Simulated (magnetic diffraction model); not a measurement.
**Rb2Cu5Si4S14: the ordered moment from one line**

Space group P-1 (no. 2), a = 7.1350 Å, b = 9.6376 Å, c = 10.1460 Å, α = 114.42°, β = 93.14°, γ = 111.40°.

```csv
site,atom,x,y,z
2i,Rb,0.8567,0.6214,0.9410
2i,Cu,0.3185,0.8992,0.3189
2i,Cu,0.8827,0.0696,0.2252
1g,Cu,0,1/2,1/2
2i,S,0.7298,0.3135,0.9226
2i,S,0.0797,0.2735,0.4738
2i,S,0.1961,0.7056,0.7570
2i,S,0.4237,0.1406,0.5502
2i,S,0.2989,0.1105,0.0249
2i,S,0.5702,0.4959,0.2012
2i,S,0.9518,0.8638,0.2689
2i,Si,0.3958,0.7054,0.9035
2i,Si,0.2457,0.2630,0.6367
```

This is a made-up structure (elements placed in a structure type, unrelaxed), so the numbers test the method and describe no known phase.

Only Cu is taken to order (form factors of Cu2+); orders and moment sizes are assumed, and not adapted to the symmetry. Radiation: neutrons of λ = 2.52 Å, 5° to 35°; isotropic B of 0.41 Å² (Rb), 0.34 Å² (Cu), 0.44 Å² (S) and 0.41 Å² (Si). Simulated constant-wavelength pattern: nuclear and magnetic terms add, the magnetic one as |2.695 fm × Σ f S⊥ exp(2πi Q·r) exp(−B s²)|², summed over all Q at one angle with the factor 1/(sin²θ cos θ). For collinear order S is the moment m, which repeats by lattice and centring translations R with the sign exp(−2πi k·R). Free-ion form factors, Sears's scattering lengths of 1992, no absorption; a label names one of the reflections at its angle. The strongest nuclear line in the range is 100, and lines under 0.2 are left out.

In a first state the assumed order is k = (0 0 0), collinear moments along [101], 0.79 μB on Cu; signs + at (0.3185, 0.8992, 0.3189), + at (0.6815, 0.1008, 0.6811), + at (0.8827, 0.0696, 0.2252), − at (0, 1/2, 1/2), − at (0.1173, 0.9304, 0.7748), with this pattern:

```
2θ (°)     index  nuclear  magnetic
 16.16   (0 0 1)      9.0       4.9
 17.88  (0 1 -1)     50.7      12.8
 18.27   (0 1 0)     24.2      16.3
 22.17  (1 -1 0)     14.5       4.0
 22.55   (1 0 0)     74.0       5.1
 24.40  (1 0 -1)     57.0      13.9
 25.64  (1 -1 1)     29.7       0.2
 28.99  (0 1 -2)      0.1       0.6
 29.36  (-1 1 1)      0.0       1.2
 29.72   (0 1 1)     12.0       2.6
 30.98   (1 0 1)      2.5       0.5
 31.90  (1 1 -1)    100.0       2.8
 32.34  (1 -2 1)      8.7       1.2
 32.63  (0 2 -1)     58.7       1.1
 32.66   (0 0 2)      0.7       1.6
 34.12  (1 -2 0)      8.7       6.3
```
(The table stops after 16 lines; 1 more lie at higher angle.)

**Question.** Nearer the ordering temperature the line at 18.27° has total intensity 28.3 on the same scale, and all moments have shrunk alike. How large is the Cu moment?

The nuclear part, 24.2, stays, so the magnetic part is 4.2 against 16.3. It goes as m², so m = 0.79 × √(4.2/16.3) = 0.40 μB; the value used was 0.4 μB.

[Logs are printed without paths, hosts, clocks, repeated set-up lines and the standing remarks that a program may print on its own settings, such as how far it seeks lower states.]
